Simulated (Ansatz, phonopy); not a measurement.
# LiY (hypothetical, Pm-3m): phonons against volume, part 2 of 2

Wanted: mode Grüneisen parameters of LiY (hypothetical) and a free-energy fit over volumes. The crystal structure is hypothetical: it was made by swapping elements on a known structure type.

Ansatz 0.2.0; DFT PBEsol, scalar-relativistic, plane waves, PAW.

So far. Step 14 (Phonons, V/V0 0.97): No mode is imaginary beyond numerical noise at the solved wavevectors. The highest zone-centre mode (no LO–TO term) moved by +3.0 % for a volume change of -3.0 %. Step 15 (Single point at a scaled cell, V/V0 1.05): The run ends at a pressure of -1.45 GPa.

## Step 16: Phonons, V/V0 1.05

Contents of input.yaml:

```yaml
crystal:
  lattice:
    - [3.7416643529, 0.0, 0.0]
    - [0.0, 3.7416643529, 0.0]
    - [0.0, 0.0, 3.7416643529]
  atoms:
    - { symbol: "Y", position: [0.5, 0.5, 0.5] }
    - { symbol: Li, position: [0.0, 0.0, 0.0] }
kpoints:
  mp_grid: { grid: [12, 12, 12] }
hamiltonian:
  xc: pbesol
scf:
  occupations: { method: methfessel_paxton, width: 0.15 }
output:
  eigenvalues: true
phonons:
  method: dfpt
  qmesh: [4, 4, 4]
  temperatures: { t_max: 1000, t_step: 50 }
  qpath:
    path:
      - [[0.0, 0.0, 0.0], [0.0, 0.5, 0.0], [0.5, 0.5, 0.0], [0.0, 0.0, 0.0], [0.5, 0.5, 0.5], [0.0, 0.5, 0.0]]
      - [[0.5, 0.5, 0.5], [0.5, 0.5, 0.0]]
    npoints: 10
```

Run with:

```bash
ansatz run input.yaml --threads 4 --pin off --max-ram 8192MiB --backend cpu --events-out ev --progress --plain --runs-dir out
```

Run time: 2.9 min. Hardware: 4 threads of Arm Neoverse V2, shared host; peak memory 1.4 GiB.

No mode is imaginary beyond numerical noise at the solved wavevectors. The highest zone-centre mode (no LO–TO term) moved by -4.9 % for a volume change of +5.0 %.

## Step 17: How the modes move with volume

This step: DFT PBEsol, scalar-relativistic, plane waves, PAW (phonopy 4.10.0).

Numbers from this step:

```yaml
share_of_modes_with_a_negative_grueneisen_parameter: 0
```

Mean Grüneisen, by row:

```csv
T (K),heat-capacity-weighted mean,root mean square
50,0.718,0.782
100,0.788,0.841
200,0.834,0.875
300,0.845,0.883
500,0.85,0.886
800,0.852,0.888
```

The mean mode Grueneisen parameter by wavenumber:

```csv
wavenumber (cm⁻¹),mean mode Grueneisen parameter
6,-
17,0.508
29,0.629
40,0.56
52,0.623
63,0.414
75,0.585
86,0.929
98,1.01
109,0.897
121,1
132,1.07
144,-
155,-
167,-
178,-
190,-
201,-
213,-
224,-
236,-
247,-
259,1.06
270,1.09
282,1.01
293,0.97
305,0.941
316,0.928
328,0.909
339,0.878
```

Volume series, by row:

```
 V/V0  V (Å³/atom)  pressure (GPa)  E - E0 (meV/atom)  gap (eV)  zero-point energy (meV/atom)  lowest on the path (cm⁻¹)  highest at Gamma without the LO-TO term (cm⁻¹)
 0.97         24.2           1.054               2.38         0                         36.72                          0                                           342.2
0.985        24.57           0.514              0.579         0                         36.22                          0                                           337.1
    1        24.94           0.009                  0         0                         35.73                          0                                           332.1
1.015        25.32          -0.464              0.561         0                         35.24                          0                                           327.2
 1.03        25.69          -0.905              2.189         0                         34.74                          0                                           322.3
 1.05        26.19           -1.45              5.896         0                         34.09                          0                                           315.9
```

Table of optical frequency at Gamma without the LO-TO term, mode 4 by V/V0:

| V/V0 | optical frequency at Gamma without the LO-TO term, mode 4 (cm⁻¹) |
| --- | --- |
| 0.9700 | 342 |
| 0.9850 | 337 |
| 1.0000 | 332 |
| 1.0150 | 327 |
| 1.0300 | 322 |
| 1.0500 | 316 |

Grüneisen at points, by row:

```csv
point,branch,frequency (cm⁻¹),mode Grüneisen parameter
Γ,4,332.1,1
X,1,83.9,0.62
X,3,93.3,1.75
X,4,276.3,0.78
X,5,323.8,0.87
M,1,63.1,0.38
M,2,72.9,0.47
M,4,273.5,1.12
M,6,345,0.88
R,1,132.7,1.09
R,4,261.6,1.03
```

## Step 18: Quasi-harmonic fit by phonopy

This step gave:

| Item | Value |
| --- | --- |
| volume expansion coefficient at 300 K | 43.47 1e-6/K |
| isothermal bulk modulus at 300 K | 30.29 GPa |
| C_P at 300 K | 23.12 J/mol-atom/K |
| Grüneisen parameter at 300 K | 0.879 |

Table of energy (each curve on its own zero) by volume; values in meV/atom:

```csv
volume (Å³/atom),static,F at 0 K,F at 300 K,F at 750 K
24.196,2.38,3.64,5.16,8.8
24.570,0.58,1.34,2.31,4.57
24.945,0,0.27,0.64,1.5
25.319,0.56,0.34,0.1,-0.49
25.693,2.19,1.48,0.6,-1.47
26.192,5.9,4.53,2.79,-1.31
```

Phonopy-qha, vinet fit of F(V) at each temperature; no electronic free energy. Qha vinet, by row:

```
T (K)  fitted volume (Å³/atom)  alpha_V (1e-6/K)  B_T (GPa)  C_P (J/mol-atom/K)  Grueneisen
  100                    25.14             24.17      31.57               14.35      0.8069
  150                    25.17             32.56      31.29               18.44      0.8413
  200                    25.22              37.8      30.97               20.83      0.8596
  250                    25.27             41.14      30.63               22.24      0.8709
  300                    25.32             43.47      30.29               23.12      0.8793
  350                    25.38             45.24      29.95               23.71      0.8863
  400                    25.44              46.7       29.6               24.13      0.8926
  450                     25.5             47.96      29.25               24.44      0.8986
  500                    25.56              49.1       28.9                24.7      0.9044
  550                    25.62             50.17      28.55                24.9      0.9101
  600                    25.69              51.2       28.2               25.08      0.9158
  650                    25.75              52.2      27.85               25.24      0.9214
  700                    25.82             53.18      27.51               25.39       0.927
```

The volume expansion coefficient, phonopy-qha, Vinet by temperature:

temperature (K), volume expansion coefficient, phonopy-qha, Vinet (1e-6/K) and a bar from the least value:
```
       75       18.8 
      100       24.2 #####
      125       28.8 #########
      150       32.6 ############
      175       35.5 ##############
      200       37.8 ################
      225       39.6 ##################
      250       41.1 ###################
      275       42.4 ####################
      300       43.5 #####################
      325       44.4 ######################
      350       45.2 #######################
      375       46.0 #######################
      400       46.7 ########################
      425       47.4 #########################
      450       48.0 #########################
      475       48.5 ##########################
      500       49.1 ##########################
      525       49.6 ###########################
      550       50.2 ###########################
      575       50.7 ###########################
      600       51.2 ############################
      625       51.7 ############################
      650       52.2 #############################
      675       52.7 #############################
      700       53.2 ##############################
      725       53.7 ##############################
```

The fit gives a volume expansion of 43.5 × 10⁻⁶/K at 300 K.

## Step 19: Outcome

- volume expansion coefficient at 300 K: 43.47 1e-6/K
- isothermal bulk modulus at 300 K: 30.29 GPa
- C_P at 300 K: 23.12 J/mol-atom/K
- Grüneisen parameter at 300 K: 0.879
- mean mode Grüneisen parameter at 300 K: 0.845

In words: Near room temperature LiY (hypothetical) expands by 43.5 × 10⁻⁶/K in volume by PBEsol, with C_P = 23.1 J/(mol K) per mole of atoms and B_T = 30.3 GPa. C_P at room temperature is 93 % of the classical 3R an atom. The fit leaves out the electrons' free energy, which adds to C_P and to the expansion of a metal at high temperature. The heat-capacity-weighted Grüneisen parameter goes from 0.718 at 50 K to 0.852 at 800 K. Weighting γ by the density of states and each mode's heat capacity at 300 K, modes below 110 cm⁻¹ give about 45 % of the sum of γC that drives the expansion, those up to 230 cm⁻¹ 3 % and the rest 52 %. Among the labelled points γ is largest for branch 3 at X (93.3 cm⁻¹, 1.8) and smallest for branch 1 at M (63.1 cm⁻¹, 0.38). The PAW files were made for PBE and are used here under another functional, for which the program regenerates the frozen cores.

[Logs are printed without paths, hosts, clocks, repeated set-up lines and the standing remarks that a program may print on its own settings, such as how far it seeks lower states.]

[Hosts, paths, dates, database ids (printed as entryN), source tags and the programs' standing remarks are cut or masked in the printed files.]

[A step with changed settings may run another functional than the one named; its input shows which.]


